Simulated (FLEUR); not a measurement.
# Magnetic state of MnPt from several starts

Aim: find out whether MnPt carries moments, and which collinear order costs least.

Program: FLEUR MaX-R8.1. Level of theory: LDA (VWN); all-electron FLAPW, Dirac cores, scalar-relativistic bands. Results are calculated unless marked as measured.

## Step 1: The structure

Symmetry: P4/mmm, No. 123, tetragonal system. Conventional cell: a = 2.830 Å, b = 2.830 Å, c = 3.660 Å, α = 90.00°, β = 90.00°, γ = 90.00°. Mn has 8 Pt at 2.71 Å and 4 Mn at 2.83 Å nearest. Pt has 8 Mn at 2.71 Å and 4 Pt at 2.83 Å nearest. Farther neighbours are not listed.

As a file:

```
Mn Pt
1.0
     2.83000    0.00000    0.00000
     0.00000    2.83000    0.00000
     0.00000    0.00000    3.66000
Mn Pt
1 1
Cartesian
  0.0000 0.0000 0.0000
  1.4150 1.4150 1.8300
```

## Step 2: Run 1 (ferro +)

The parallel start comes first: it shows whether parallel moments hold.

inpgen writes inp.xml from crystal.txt; cutoffs, mixing, functional, smearing and local orbitals are then set in the file. The k list default-1 (kpts.xml, not shown) is a Γ-centred 10×10×10 mesh; where the ranks do not divide the number of points, some are split in two of half the weight.

Contents of inp.xml:

```
<?xml version="1.0" encoding="UTF-8" standalone="no"?>
<fleurInput fleurInputVersion="0.39">
   <comment>
      MnPt
   </comment>
   <calculationSetup>
      <cutoffs Kmax="3.6" Gmax="10.8" GmaxXC="10.8" numbands="0"/>
      <scfLoop itmax="90" minDistance="0.00002" maxIterBroyd="15" imix="Anderson" alpha="0.05" precondParam="0.0" spinf="2.0" sdNocoIR="T"/>
      <coreElectrons ctail="T" frcor="F" kcrel="0" coretail_lmax="0"/>
      <xcFunctional name="vwn" relativisticCorrections="F"/>
      <magnetism jspins="2"/>
      <soc l_soc="F" theta="0.0" phi="0.0" spav="F"/>
      <expertModes spex="0" secvar="F"/>
      <geometryOptimization l_f="F" forcealpha="1.0" forcemix="BFGS" epsdisp="0.00001" epsforce="0.00001"/>
      <ldaU l_linMix="F" mixParam="0.05" spinf="1.0"/>
   </calculationSetup>
   <cell>
      <bzIntegration valenceElectrons="31.0" mode="hist" fermiSmearingEnergy="0.00110248">
         <kPointListSelection listName="default-1"/>
         <xi:include xmlns:xi="http://www.w3.org/2001/XInclude" href="kpts.xml"> </xi:include>
      </bzIntegration>
      <xi:include xmlns:xi="http://www.w3.org/2001/XInclude" href="sym.xml"> </xi:include>
      <bulkLattice scale="1.0">
         <bravaisMatrix>
            <row-1>    5.3479249326179996     0.0000000000000000     0.0000000000000000</row-1>
            <row-2>    0.0000000000000000     5.3479249326179996     0.0000000000000000</row-2>
            <row-3>    0.0000000000000000     0.0000000000000000     6.9163976160359999</row-3>
         </bravaisMatrix>
      </bulkLattice>
   </cell>
   <atomSpecies>
      <species name="Manganese 3.500" element="Mn" atomicNumber="25">
         <mtSphere radius="2.5" gridPoints="827" logIncrement="0.015"/>
         <atomicCutoffs lmax="10" lnonsphr="8"/>
         <electronConfig flipSpins="F">
            <coreConfig>(1s1/2) (2s1/2) (2p1/2) (2p3/2)</coreConfig>
            <valenceConfig>(3s1/2) (3p1/2) (3p3/2) (4s1/2) (3d3/2) (3d5/2)</valenceConfig>
            <stateOccupation state="(3d3/2)" spinUp="1.25" spinDown="0.75"/>
            <stateOccupation state="(3d5/2)" spinUp="3.0" spinDown="0.0"/>
         </electronConfig>
         <energyParameters s="4" p="4" d="3" f="4"/>
         <lo type="SCLO" l="0" n="3" eDeriv="0"/>
         <lo type="SCLO" l="1" n="3" eDeriv="0"/>
      </species>
      <species name="Platinum (Pt)" element="Pt" atomicNumber="78">
         <mtSphere radius="2.5" gridPoints="827" logIncrement="0.016"/>
         <atomicCutoffs lmax="10" lnonsphr="8"/>
         <electronConfig flipSpins="F">
            <coreConfig>(1s1/2) (2s1/2) (2p1/2) (2p3/2) (3s1/2) (3p1/2) (3p3/2) (4s1/2) (3d3/2) (3d5/2) (4p1/2) (4p3/2) (5s1/2) (4d3/2) (4d5/2) (4f5/2) (4f7/2)</coreConfig>
            <valenceConfig>(5p1/2) (5p3/2) (6s1/2) (5d3/2) (5d5/2)</valenceConfig>
            <stateOccupation state="(6s1/2)" spinUp="0.500000" spinDown="0.500000"/>
            <stateOccupation state="(5d3/2)" spinUp="1.800000" spinDown="1.800000"/>
            <stateOccupation state="(5d5/2)" spinUp="2.700000" spinDown="2.700000"/>
         </electronConfig>
         <energyParameters s="6" p="6" d="5" f="5"/>
         <lo type="SCLO" l="1" n="5" eDeriv="0"/>
      </species>
   </atomSpecies>
   <atomGroups>
      <atomGroup species="Manganese 3.500">
         <relPos label="                   1">.0000000000 .0000000000 .0000000000</relPos>
         <force calculate="T" relaxXYZ="TTT"/>
      </atomGroup>
      <atomGroup species="Platinum (Pt)">
         <relPos label="                   2">1.000/2.000 1.000/2.000 1.000/2.000</relPos>
         <force calculate="T" relaxXYZ="TTT"/>
      </atomGroup>
   </atomGroups>
   <output dos="F" band="F" slice="F">
      <bandDOS minEnergy="-.5*Htr" maxEnergy="0.5*Htr" sigma="0.015" storeEVData="T"/>
      <plotting iplot="0" polar="F">
         <plot TwoD="T" vec1="  1.0  0.0  0.0" vec2="  0.0  1.0  0.0" vec3="  0.0  0.0  1.0" zero="  0.0  0.0  0.0" file="plot"/>
      </plotting>
      <moessbauerParams electricFieldGradient="F" isomerShift="F" coreHyperfine="F" valenceHyperfine="F"/>
   </output>
</fleurInput>
```

Contents of crystal.txt:

```
MnPt
&input film=F cartesian=F /
2.83000000000  0.00000000000  0.00000000000
0.00000000000  2.83000000000  0.00000000000
0.00000000000  0.00000000000  3.66000000000
1.8897261246
1.0 1.0 1.0

2
25 0.00000000000  0.00000000000  0.00000000000 : 3.500
78 0.50000000000  0.50000000000  0.50000000000

&kpt div1=10 div2=10 div3=10 gamma=T /
```

Started as:

```sh
$ OMP_NUM_THREADS=1 inpgen -f crystal.txt > inpgen.log  # inp.xml is then edited as shown
$ OMP_NUM_THREADS=1 mpirun -n 4 fleur_MPI > fleur.log
```

The log of the run:

```text
Welcome to FLEUR        (www.flapw.de)
      MaX-Release 8.1          (www.max-centre.eu)

 ========== k-point set info ==========
 Selected k-point list: default-1
 k-point list type: mesh
 0 x 0 x 0
 Number of k points: 128

 ------------Calculation Setup---------------------------
 Number of MPI-tasks      :            4
 Number of PE/node        :            4
 Number of OMP-threads    :            1
 k-points in parallel     :            4
 pe's per k-point         :            1
 No of k-point loops      :           32
 Eigenvalue solver        :       lapack
 Number of basis functions:          180
 Approximate size of matrices (H+S) per k-point:         0.000 GB
 --------------------------------------------------------
 Iteration:     1   Distance:      30.08777834 me/bohr^3
 Iteration:     2   Distance:      16.63078787 me/bohr^3
 Iteration:     3   Distance:      10.96677242 me/bohr^3
 Iteration:     4   Distance:       6.60929580 me/bohr^3
 Iteration:     5   Distance:       6.72663450 me/bohr^3
 Iteration:     6   Distance:       7.45470733 me/bohr^3
 Iteration:     7   Distance:       2.63858470 me/bohr^3
 Iteration:     8   Distance:       2.56691429 me/bohr^3
 Iteration:     9   Distance:       0.89532571 me/bohr^3
 Iteration:    10   Distance:       0.99281730 me/bohr^3
 Iteration:    11   Distance:       0.21650679 me/bohr^3
 Iteration:    12   Distance:       0.22012210 me/bohr^3
 Iteration:    13   Distance:       0.05020853 me/bohr^3
 Iteration:    14   Distance:       0.04077553 me/bohr^3
 Iteration:    15   Distance:       0.01220746 me/bohr^3
 Iteration:    16   Distance:       0.01152802 me/bohr^3
 Iteration:    17   Distance:       0.01042743 me/bohr^3
 Iteration:    18   Distance:       0.00200207 me/bohr^3
 Iteration:    19   Distance:       0.00081364 me/bohr^3
 Iteration:    20   Distance:       0.00074968 me/bohr^3
 Iteration:    21   Distance:       0.00021085 me/bohr^3
 Iteration:    22   Distance:       0.00009824 me/bohr^3
 Iteration:    23   Distance:       0.00004107 me/bohr^3
 Iteration:    24   Distance:       0.00003250 me/bohr^3
 Iteration:    25   Distance:       0.00000670 me/bohr^3

 ********************************************************************
 Run finished successfully
 Stop message:
   all done
 ********************************************************************

--- out.xml (last complete iteration) ---
<iteration numberForCurrentRun="   25" overallNumber="   25">
         [... left out ...]
         <bandgap value="0.0008559646" units="eV"/>
         <sumValenceSingleParticleEnergies value="-17.7045299133" units="Htr"/>
         <FermiEnergy value="0.3883156307" units="Htr"/>
         <valenceDensity>
            <mtCharges spin="1">
               <mtCharge atomType="1" total="8.8970561" s="1.2128528" p="3.2290241" d="4.4200790" f="0.0260748"/>
               <mtCharge atomType="2" total="7.4770405" s="0.2630829" p="3.1784290" d="4.0045963" f="0.0240111"/>
            </mtCharges>
            <mtCharges spin="2">
               <mtCharge atomType="1" total="5.1789097" s="1.1974908" p="3.2110906" d="0.7408309" f="0.0219559"/>
               <mtCharge atomType="2" total="7.0937162" s="0.2881327" p="3.1952638" d="3.5934204" f="0.0135368"/>
            </mtCharges>
            <spinDependentCharge spin="1" total="17.5771885" interstitial="1.2030920" mtSpheres="16.3740965"/>
            <spinDependentCharge spin="2" total="13.4228115" interstitial="1.1501855" mtSpheres="12.2726260"/>
            <totalCharge value="31.0000000000"/>
         </valenceDensity>
         [... left out ...]
         <allElectronCharges>
            <spinDependentCharge spin="1" total="53.5771885" interstitial="1.2035982" mtSpheres="52.3735903"/>
            <spinDependentCharge spin="2" total="49.4228115" interstitial="1.1506916" mtSpheres="48.2721199"/>
            <totalCharge value="102.9999999877"/>
         </allElectronCharges>
         <magneticMomentsInMTSpheres units="muBohr">
            <globalMagMoment atomType="1" vec="0.00000   0.00000   3.71815"/>
            <localMagMoment atomType="1" vec="0.00000   0.00000   3.71815"/>
            <globalMagMoment atomType="2" vec="0.00000   0.00000   0.38332"/>
            <localMagMoment atomType="2" vec="0.00000   0.00000   0.38332"/>
         </magneticMomentsInMTSpheres>
         <moessbauerParams unitsHFF="kG" unitsIS="e/bohr^3" unitsEFG="Htr/bohr^2">
         </moessbauerParams>
         <totalEnergy value="   -19593.0420941319" units="Htr">
            <sumOfEigenvalues value="   -11992.4901356907">
               <coreElectrons value="-11974.7856057774"/>
               <valenceElectrons value="-17.7045299133"/>
            </sumOfEigenvalues>
            <densityCoulombPotentialIntegral value="-33728.7373982233"/>
            <densityEffectivePotentialIntegral value="-34255.8063599277"/>
            <chargeDenXCDenIntegral value="-397.1814225613"/>
            <FockExchangeEnergyValence value="0.0000000000"/>
            <FockExchangeEnergyCore value="0.0000000000"/>
            <atomTypeDependentContributions atomType="1">
               <electronNucleiInteractionDifferentMTs value="1380.5937911464"/>
               <MadelungTerm value="-9.6061104997"/>
            </atomTypeDependentContributions>
            <atomTypeDependentContributions atomType="2">
               <electronNucleiInteractionDifferentMTs value="23167.2369477581"/>
               <MadelungTerm value="-37.3713472917"/>
            </atomTypeDependentContributions>
            <tkbTimesEntropy value="0.0001524727"/>
            <freeEnergy value="-19593.0422466046"/>
            <extrapolationTo0K value="-19593.0421703682"/>
         </totalEnergy>
         <densityConvergence units="me/bohr^3">
            <chargeDensity spin="1" distance="0.0000037756"/>
            <chargeDensity spin="2" distance="0.0000036733"/>
            <overallChargeDensity distance="0.0000032668"/>
            <spinDensity distance="0.0000066951"/>
         </densityConvergence>
      </iteration>
```

Run time: 17 s. Hardware: 4 MPI ranks of AMD EPYC 9R45, shared host; peak memory 0.25 GiB; 68 s of CPU time.

Read from the output:

```yaml
free_energy: -533153.8403 eV
program_s_band_gap_on_this_mesh_in_a_metal_only_a_level_spacing: 8.56e-4 eV
magnetization: 4.154 μB
final_state: ferromagnetic
largest_moment: 3.718 μB
```

After 25 cycles the largest moment stands at 3.72 μB.

## Step 3: Order 2, typed as antiferro q=(1/2,1/2,0) +-

Reversing part of the moments tests the sign of the couplings between them.

The cell is doubled to 4 atoms to hold this order. The mesh is halved along the doubled vector, so that both cells sample the same points. The k list default-1 (kpts.xml, not shown) is a Γ-centred 5×10×10 mesh.

Changes to inp.xml since step 2:

```diff
@@ -17,3 +17,3 @@
    <cell>
-      <bzIntegration valenceElectrons="31.0" mode="hist" fermiSmearingEnergy="0.00110248">
+      <bzIntegration valenceElectrons="62.0" mode="hist" fermiSmearingEnergy="0.00110248">
          <kPointListSelection listName="default-1"/>
@@ -24,4 +24,4 @@
          <bravaisMatrix>
-            <row-1>    5.3479249326179996     0.0000000000000000     0.0000000000000000</row-1>
-            <row-2>    0.0000000000000000     5.3479249326179996     0.0000000000000000</row-2>
+            <row-1>   10.6958498652359992     0.0000000000000000     0.0000000000000000</row-1>
+            <row-2>    5.3479249326179996     5.3479249326179996     0.0000000000000000</row-2>
             <row-3>    0.0000000000000000     0.0000000000000000     6.9163976160359999</row-3>
@@ -39,2 +39,15 @@
             <stateOccupation state="(3d5/2)" spinUp="3.0" spinDown="0.0"/>
+         </electronConfig>
+         <energyParameters s="4" p="4" d="3" f="4"/>
+         <lo type="SCLO" l="0" n="3" eDeriv="0"/>
+         <lo type="SCLO" l="1" n="3" eDeriv="0"/>
+      </species>
+      <species name="Manganese -3.500" element="Mn" atomicNumber="25">
+         <mtSphere radius="2.5" gridPoints="827" logIncrement="0.015"/>
+         <atomicCutoffs lmax="10" lnonsphr="8"/>
+         <electronConfig flipSpins="F">
+            <coreConfig>(1s1/2) (2s1/2) (2p1/2) (2p3/2)</coreConfig>
+            <valenceConfig>(3s1/2) (3p1/2) (3p3/2) (4s1/2) (3d3/2) (3d5/2)</valenceConfig>
+            <stateOccupation state="(3d3/2)" spinUp="0.75" spinDown="1.25"/>
+            <stateOccupation state="(3d5/2)" spinUp="0.0" spinDown="3.0"/>
          </electronConfig>
@@ -63,4 +76,9 @@
       </atomGroup>
+      <atomGroup species="Manganese -3.500">
+         <relPos label="                   2">1.000/2.000 .0000000000 .0000000000</relPos>
+         <force calculate="T" relaxXYZ="TTT"/>
+      </atomGroup>
       <atomGroup species="Platinum (Pt)">
-         <relPos label="                   2">1.000/2.000 1.000/2.000 1.000/2.000</relPos>
+         <relPos label="                   3">.0000000000 1.000/2.000 1.000/2.000</relPos>
+         <relPos label="                   4">1.000/2.000 1.000/2.000 1.000/2.000</relPos>
          <force calculate="T" relaxXYZ="TTT"/>
```

Contents of crystal.txt:

```
MnPt
&input film=F cartesian=F /
5.66000000000  0.00000000000  0.00000000000
2.83000000000  2.83000000000  0.00000000000
0.00000000000  0.00000000000  3.66000000000
1.8897261246
1.0 1.0 1.0

4
25 0.00000000000  0.00000000000  0.00000000000 : 3.500
25 0.50000000000  0.00000000000  0.00000000000 : -3.500
78 0.00000000000  0.50000000000  0.50000000000
78 0.50000000000  0.50000000000  0.50000000000

&kpt div1=5 div2=10 div3=10 gamma=T /
```

The log of the run:

```text
[banner, memory and clock lines left out]
Welcome to FLEUR        (www.flapw.de)
      MaX-Release 8.1          (www.max-centre.eu)

 ========== k-point set info ==========
 Selected k-point list: default-1
 k-point list type: mesh
 5 x 10 x 10
 Number of k points: 108

 ------------Calculation Setup---------------------------
 Number of PE/node        :            4
 Number of OMP-threads    :            1
 k-points in parallel     :            4
 pe's per k-point         :            1
 No of k-point loops      :           27
 Eigenvalue solver        :       lapack
 Number of basis functions:          348
 Approximate size of matrices (H+S) per k-point:         0.002 GB
 Iteration:     1   Distance:      25.79229217 me/bohr^3
 Iteration:     2   Distance:      15.78375247 me/bohr^3
 Iteration:     3   Distance:      11.01804541 me/bohr^3
 Iteration:     4   Distance:       7.03998107 me/bohr^3
 Iteration:     5   Distance:       4.66372583 me/bohr^3
 Iteration:     6   Distance:       3.39337686 me/bohr^3
 Iteration:     7   Distance:       1.56205096 me/bohr^3
 Iteration:     8   Distance:       0.50906054 me/bohr^3
 Iteration:     9   Distance:       0.47898706 me/bohr^3
 Iteration:    10   Distance:       0.45005849 me/bohr^3
 Iteration:    11   Distance:       0.15314251 me/bohr^3
 Iteration:    12   Distance:       0.07086926 me/bohr^3
 Iteration:    13   Distance:       0.01128401 me/bohr^3
 Iteration:    14   Distance:       0.00419278 me/bohr^3
 Iteration:    15   Distance:       0.00353400 me/bohr^3
 Iteration:    16   Distance:       0.00313981 me/bohr^3
 Iteration:    17   Distance:       0.00277219 me/bohr^3
 Iteration:    18   Distance:       0.00068742 me/bohr^3
 Iteration:    19   Distance:       0.00037254 me/bohr^3
 Iteration:    20   Distance:       0.00017669 me/bohr^3
 Iteration:    21   Distance:       0.00024183 me/bohr^3
 Iteration:    22   Distance:       0.00010687 me/bohr^3
 Iteration:    23   Distance:       0.00001331 me/bohr^3

 ********************************************************************
 Run finished successfully
 Stop message:
   all done
 ********************************************************************

--- out.xml (last complete iteration) ---
<iteration numberForCurrentRun="   23" overallNumber="   23">
         [... left out ...]
         <bandgap value="0.0000000000" units="eV"/>
         <sumValenceSingleParticleEnergies value="-35.6194633905" units="Htr"/>
         <FermiEnergy value="0.4066196267" units="Htr"/>
         <valenceDensity>
            <mtCharges spin="1">
               <mtCharge atomType="1" total="8.8589764" s="1.2237313" p="3.2516711" d="4.3520711" f="0.0234860"/>
               <mtCharge atomType="2" total="5.2103569" s="1.1926989" p="3.1955129" d="0.7889049" f="0.0246451"/>
               <mtCharge atomType="3" total="7.2845468" s="0.2728510" p="3.1867095" d="3.8007169" f="0.0189187"/>
            </mtCharges>
            <mtCharges spin="2">
               <mtCharge atomType="1" total="5.2103569" s="1.1926989" p="3.1955129" d="0.7889049" f="0.0246451"/>
               <mtCharge atomType="2" total="8.8589764" s="1.2237313" p="3.2516711" d="4.3520711" f="0.0234860"/>
               <mtCharge atomType="3" total="7.2845468" s="0.2728510" p="3.1867095" d="3.8007169" f="0.0189187"/>
            </mtCharges>
            <spinDependentCharge spin="1" total="31.0000000" interstitial="2.3615731" mtSpheres="28.6384269"/>
            <spinDependentCharge spin="2" total="31.0000000" interstitial="2.3615731" mtSpheres="28.6384269"/>
            <totalCharge value="62.0000000000"/>
         </valenceDensity>
         [... left out ...]
         <magneticMomentsInMTSpheres units="muBohr">
            <globalMagMoment atomType="1" vec="0.00000   0.00000   3.64862"/>
            <localMagMoment atomType="1" vec="0.00000   0.00000   3.64862"/>
            <globalMagMoment atomType="2" vec="0.00000   0.00000  -3.64862"/>
            <localMagMoment atomType="2" vec="0.00000   0.00000  -3.64862"/>
            <globalMagMoment atomType="3" vec="0.00000   0.00000   0.00000"/>
            <localMagMoment atomType="3" vec="0.00000   0.00000   0.00000"/>
         </magneticMomentsInMTSpheres>
         [... left out ...]
         <totalEnergy value="   -39186.1105885404" units="Htr">
            <sumOfEigenvalues value="   -23985.3715898211">
               <coreElectrons value="-23949.7521264307"/>
               <valenceElectrons value="-35.6194633905"/>
            </sumOfEigenvalues>
            <densityCoulombPotentialIntegral value="-67457.7582096384"/>
            <densityEffectivePotentialIntegral value="-68511.8405714973"/>
            <chargeDenXCDenIntegral value="-794.3213120296"/>
            <FockExchangeEnergyValence value="0.0000000000"/>
            <FockExchangeEnergyCore value="0.0000000000"/>
         [... left out ...]
            <tkbTimesEntropy value="0.0000551544"/>
            <freeEnergy value="-39186.1106436948"/>
            <extrapolationTo0K value="-39186.1106161176"/>
         </totalEnergy>
         <densityConvergence units="me/bohr^3">
            <chargeDensity spin="1" distance="0.0000087867"/>
            <chargeDensity spin="2" distance="0.0000089153"/>
            <overallChargeDensity distance="0.0000116704"/>
            <spinDensity distance="0.0000133110"/>
         </densityConvergence>
      </iteration>
```

Run time: 52 s. Hardware: 4 MPI ranks; peak memory 0.39 GiB.

Spin moment in the muffin-tin sphere by atom:

| atom | spin moment in the muffin-tin sphere (μB) |
| --- | --- |
| Mn1 | 3.65 |
| Mn2 | -3.65 |
| Pt3 | 0.00 |
| Pt4 | 0.00 |

Numbers from this step:

```yaml
free_energy: -1066308.3922 eV
program_s_band_gap_on_this_mesh_in_a_metal_only_a_level_spacing: 0 eV
magnetization: 0 μB
final_state: antiferromagnetic
```

It lies 356 meV a seeded atom under the first start, and its largest moment is 3.65 μB against 3.72 μB.

(Part 1 of 3 ends here.)

[Logs and program files are shortened in this print: banners, set-up blocks, solver, clock and traceback lines can be left out without a mark of their own.]

[Logs are printed without paths, hosts, clocks, repeated set-up lines and the standing remarks that a program may print on its own settings, such as how far it seeks lower states.]

[Hosts, paths, dates, database ids (printed as entryN), source tags and the programs' standing remarks are cut or masked in the printed files.]

[Where a cell is said to come from a database of computed structures, the database is the Materials Project.]
